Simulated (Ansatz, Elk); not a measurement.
# How far do independent atoms describe ZnPIrO?

Structure refinements treat a crystal as free atoms side by side. For a made-up structure of ZnPIrO (cell and positions from a PBE relaxation) the runs below show what the calculated density changes in F(hkl).

Method: DFT, PBE, all-electron APW+lo, Dirac cores, scalar-relativistic bands, static density, no spin, in Elk 11.2.3 (patched build).

This account leaves out most program logs.

The structure was built from a prototype and need not be the compound's stable phase.

## (1) Starting point

Symmetry: R-3m, No. 166, trigonal system. The conventional cell has a = 3.834 Å, b = 3.834 Å, c = 25.234 Å, α = 90.00°, β = 90.00°, γ = 120.00°. Nearest to Ir lie 4 O at 2.11 to 2.36 Å and 3 P at 2.35 Å. Nearest to Zn lie 4 P at 2.54 to 2.67 Å and 3 Zn at 2.63 Å. Nearest to P lie 3 Ir at 2.35 Å and 4 Zn at 2.54 to 2.67 Å. Nearest to O lie 4 Ir at 2.11 to 2.36 Å. Farther neighbours and most contacts between anions are not listed.

## (2) Ground state and structure factors

An all-electron density is needed, since X-rays see the cores too. Task 0 finds the density and task 195 Fourier-transforms it; tshift is off so that phases refer to the origin typed.

elk.in

```
tasks
  0
  195

xctype
  20

spinpol
  .false.

rgkmax
  7.0

gmaxvr
  14.0

lmaxo
  7

lmaxapw
  8

swidth
  0.002

tshift
  .false.

ramdisk
  .false.

hmaxvr
  5.5

maxscl
  120

epspot
  1e-06

sppath
  './'

avec
  3.62280315725 2.09162637806 15.89524361517
  -3.62280315725 2.09162637806 15.89524361517
  -0.00000000000 -4.18325275612 15.89524361517

atoms
  4
  'Ir.in'
  2
  0.3912437911 0.3912437911 0.3912437911   0.000000 0.000000 0.000000
  0.6087562089 0.6087562089 0.6087562089   0.000000 0.000000 0.000000
  'Zn.in'
  2
  0.8050319194 0.8050319194 0.8050319194   0.000000 0.000000 0.000000
  0.1949680806 0.1949680806 0.1949680806   0.000000 0.000000 0.000000
  'P.in'
  2
  0.9107323666 0.9107323666 0.9107323666   0.000000 0.000000 0.000000
  0.0892676334 0.0892676334 0.0892676334   0.000000 0.000000 0.000000
  'O.in'
  2
  0.3077563243 0.3077563243 0.3077563243   0.000000 0.000000 0.000000
  0.6922436757 0.6922436757 0.6922436757   0.000000 0.000000 0.000000

ngridk
  7 7 7
```

Run with:

```console
$ OMP_NUM_THREADS=4 elk
```

Run time: 2.6 min. Hardware: 4 threads of Intel Xeon 6975P-C (Granite Rapids), shared host; peak memory 0.52 GiB.

SFACRHO.OUT:

```text

h k l indices transformed by vhmat matrix:
   1.000000000       0.000000000       0.000000000    
   0.000000000       1.000000000       0.000000000    
   0.000000000       0.000000000       1.000000000    

      h      k      l  multipl.   |H|            Re(F)            Im(F)           |F|

      0      0      0      1   0.0000000       260.00000      0.19255158E-15   260.00000    
     -1     -1     -1      2  0.39528713       29.910286      0.10969469E-13   29.910286    
     -2     -2     -2      2  0.79057427      -72.756089      0.11282882E-13   72.756089    
      1      0      0      6   1.0099557      -74.354407      0.62682679E-15   74.354407    
     -1     -1      0      6   1.0354200      -11.570984     -0.47012009E-14   11.570984    
     -1     -2     -1      6   1.1315610      -126.96919      0.25073071E-14   126.96919    
     -3     -3     -3      2   1.1858614      -122.36923      0.31341339E-14   122.36923    
     -1     -2     -2      6   1.1986168       145.14285     -0.15984083E-13   145.14285    
      2      2      3      6   1.3613795      -48.645525     -0.20685284E-13   48.645525    
      3      2      3      6   1.4538824       28.397634      0.22565764E-13   28.397634    
     -4     -4     -4      2   1.5811485      -52.513743     -0.20058457E-13   52.513743    
     -3     -3     -4      6   1.6549265       170.33231      0.26953552E-13   170.33231    
     -1      1      0      6   1.7343436       192.23083      0.19390904E-14   192.23083    
      4      3      4      6   1.7616383      -2.1065116      0.25386485E-13   2.1065116    
     -2     -1      0     12   1.7788197       24.082356      0.65816813E-14   24.082356    
      1      2      3     12   1.9060313      -58.992774     -0.10029229E-13   58.992774    
     -5     -5     -5      2   1.9764357       100.07375     -0.35729127E-13   100.07375    
     -4     -5     -4      6   1.9841152       76.409625      0.28243933E-13   76.409625
```

Elk indexes on the primitive cell of elk.in and gives |H| = 4π sin θ/λ in inverse bohr. Below, one row stands for each form hkl of the conventional cell (m members, Friedel mates merged), F is for one primitive cell and the density is static (no thermal factor). Free-atom factors are Waasmaier and Kirfel's, and R is Σm||F|−|F'||/Σm|F|.

```
   hkl   m  sin θ/λ (Å⁻¹)  abs F, DFT  neutral atoms   diff.
   003   2          0.059      29.910         29.758  +0.152
   006   2          0.119      72.756         72.419  +0.337
   101   6          0.152      74.354         74.269  +0.086
   012   6          0.156      11.571         11.655  -0.084
   104   6          0.170     126.969        126.819  +0.150
   009   2          0.178     122.369        122.464  -0.095
   015   6          0.180     145.143        145.865  -0.722
   107   6          0.205      48.645         49.221  -0.575
   018   6          0.219      28.398         28.631  -0.233
0 0 12   2          0.238      52.514         53.008  -0.494
1 0 10   6          0.249     170.332        170.752  -0.420
   110   6          0.261     192.231        192.970  -0.739
0 1 11   6          0.265       2.107          1.720  +0.386
   113  12          0.268      24.082         23.786  +0.296
   116  12          0.287      58.993         59.278  -0.285
0 0 15   2          0.297     100.074        100.392  -0.318
1 0 13   6          0.298      76.410         76.033  +0.377
   021   6          0.302      63.869         63.757  +0.112
```

## (3) The highest occupied states alone

An energy window below the Fermi level keeps the highest occupied states, to see at which angles they scatter; shallow core shells can lie inside it and anion s states outside. No new self-consistency is needed.

Edit elk.in of step 2 so:

```diff
@@ -1,3 +1,2 @@
 tasks
-  0
   195
@@ -40,2 +39,5 @@
 
+wsfac
+  -0.110010 0.630980
+
 sppath
```

Run with:

```console
$ OMP_NUM_THREADS=4 elk
```

The job ended after 19 s (4 threads; peak memory 0.27 GiB).

States within 12 eV below the Fermi level hold 57.71 electrons; any levels below the window count with the cores, and a count that is not whole means the window cuts a band. Their amplitudes can exceed the total, where window and core parts have opposite phase:

```
   hkl  sin θ/λ (Å⁻¹)  abs F, window  abs F, all
   003          0.059          5.817      29.910
   006          0.119          2.147      72.756
   101          0.152          0.148      74.354
   012          0.156         14.783      11.571
   104          0.170          4.477     126.969
   009          0.178          4.878     122.369
   015          0.180         14.413     145.143
   107          0.205          8.021      48.645
   018          0.219         15.327      28.398
0 0 12          0.238          8.850      52.514
```

## (4) Another functional

The difference from free atoms is small, so it is set against the change that LDA (Perdew-Wang) makes.

Edit elk.in of step 3 so:

```diff
@@ -1,2 +1,3 @@
 tasks
+  0
   195
@@ -4,3 +5,3 @@
 xctype
-  20
+  3
 
@@ -39,5 +40,2 @@
 
-wsfac
-  -0.110010 0.630980
-
 sppath
```

Run with:

```console
$ OMP_NUM_THREADS=4 elk
```

It took 1.7 min on 4 threads; peak memory 0.33 GiB.

Against the first run R = 0.03 %; the largest change is -0.061 at 0 2 10.

## (5) Basis size

A smaller basis shows how fast F responds to it; the change is likely larger than the basis error of the first run, but doesn't show convergence.

Edit elk.in of step 4 so:

```diff
@@ -5,3 +5,3 @@
 xctype
-  3
+  20
 
@@ -11,3 +11,3 @@
 rgkmax
-  7.0
+  5.5
```

Run with:

```console
$ OMP_NUM_THREADS=4 elk
```

Elapsed: 1.8 min, on 4 threads; peak memory 0.43 GiB.

Against the first run R = 0.06 %; the largest change is -0.184 at 110.

## (6) Settings against the effect

```
              run  R against the first run (%)  R against neutral atoms, low angle (%)  wall time
    PBE, rgkmax 7                         0.00                                    0.46    2.6 min
LDA (Perdew-Wang)                         0.03                                    0.45    1.7 min
       rgkmax 5.5                         0.06                                    0.42    1.8 min
```

## (7) Summary of results

```json
{
  "R against neutral atoms, sin θ/λ < 0.3 Å⁻¹": "0.46 %",
  "R against neutral atoms, 0.3 to 0.70 Å⁻¹": "0.18 %"
}
```

Independent neutral atoms miss the calculated amplitudes by R = 0.46 % below 0.3 Å⁻¹ and 0.18 % from there to 0.70 Å⁻¹; by shells, 0.48 % below 0.15 Å⁻¹ (2 forms), 0.46 % 0.15 to 0.3 (15 forms), 0.20 % 0.3 to 0.45 (29 forms), 0.17 % above 0.45 (103 forms). Bonding, aspherical density and the tables' own atoms all enter these figures, and the runs don't part them. The largest change of an amplitude is -0.74 electrons, at 110. Weak lines can change much in proportion: 0 1 11 goes from 1.72 to 2.11. The window's part falls from 57.7 electrons at the origin to at most 6.89 between 0.45 and 0.70 Å⁻¹, where compact states inside the window still scatter. Below 0.3 Å⁻¹ the changes that finished (LDA (Perdew-Wang) and rgkmax 5.5) move F by R = 0.11 % at most, against the 0.46 % that separates it from free atoms. The k-mesh has no finished test. These runs have no spin, though d or f shells may be open. Spin-orbit coupling is left out, which can matter for elements this heavy. Part of the difference isn't bonding: the tables are fits to free atoms and ions calculated by other methods than this functional. Thermal motion, anomalous dispersion and extinction are left out.

[Logs are printed without paths, hosts, clocks, repeated set-up lines and the standing remarks that a program may print on its own settings, such as how far it seeks lower states.]

[Hosts, paths, dates, database ids (printed as entryN), source tags and the programs' standing remarks are cut or masked in the printed files.]
